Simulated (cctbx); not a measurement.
# Which space group?

Cell: a = 3.9000 Å, b = 3.9000 Å, c = 14.4080 Å, α = 90.00°, β = 90.00°, γ = 120.00°. Expected content of the cell: Tl2 Au2 S4.

The data are simulated with cctbx, not measured: Mo Kα, λ = 0.71073 Å, to d = 0.6 Å, 80 % of the full sphere, strongest reflection 70000 counts, noise from counting, a 6 % proportional error and a noise floor of 8 counts (s.d.); no absorption, some extinction.

Tests on the unmerged data give:

```text
2969 reflections to d = 0.600 A
centring   violations  <I/sigma> of those
    A       1217 of  1466     12.8
    B       1232 of  1480     12.8
    C       1211 of  1480     12.6
    I       1216 of  1464     12.7
    R       1613 of  1977     12.5
    F       1830 of  2213     12.7
Laue class    unique    Rint  (classes that these axes allow; Friedel mates merged)
P -1             1775   0.033
P 1 1 2/m         970   0.039
P -3              638   0.042
P -3 1 m          384   0.044
P -3 m 1          427   0.043
P 6/m             341   0.044
P 6/m m m         257   0.045
space group    extra absences  I>4sigma  <I/sigma>
P 6 2 2                 0          0         -  acentric
P 63 2 2               20          0       0.1  acentric
P 6 m m                 0          0         -  acentric
P 63 m c              258          0      -0.1  acentric
P -6 m 2                0          0         -  acentric
P -6 2 m                0          0         -  acentric
P -6 2 c              258          0      -0.1  acentric
P 6/m m m               0          0         -  centric
P 63/m m c            258          0      -0.1  centric
Wilson B = 0.27 A^2   <|E^2-1|> = 0.716 (0.968 centric, 0.736 acentric)   E^2>4: 0.4 %
shell (A)         n   <I/sigma>
14.41 - 1.20     48     33.7
 1.20 - 0.95     33     32.2
 0.95 - 0.83     32     37.9
 0.83 - 0.76     31     42.7
 0.76 - 0.70     28     39.3
 0.70 - 0.66     24     41.5
 0.66 - 0.63     32     38.7
 0.63 - 0.60     29     44.3
```

Q: Read the symmetry from these tables.

Every centring test has many violations, so the lattice is primitive.

Rint stays low (0.033 to 0.045) up to P 6/m m m, the highest class in these axes.

9 settings pass the absence test. The most absences obeyed, 258, belong to P 63 m c, P -6 2 c and P 63/m m c, which absences can't tell apart.

⟨|E²−1|⟩ = 0.716 leans to a non-centrosymmetric structure. Here that hint misleads: the statistic assumes many like atoms on general positions, and few, heavy or special-position atoms break it. The Wilson B of 0.27 Å² means U ≈ 0.0034 Å².

The true group is P6_3/mmc (no. 194), Laue class 6/mmm, centrosymmetric. The tables only narrow the choice to the tied entries; cell content, site symmetry and trial solutions must settle it.

This is a model crystal, built by substitution and not relaxed, with assumed displacement parameters.

[Logs are printed without paths, hosts, clocks, repeated set-up lines and the standing remarks that a program may print on its own settings, such as how far it seeks lower states.]
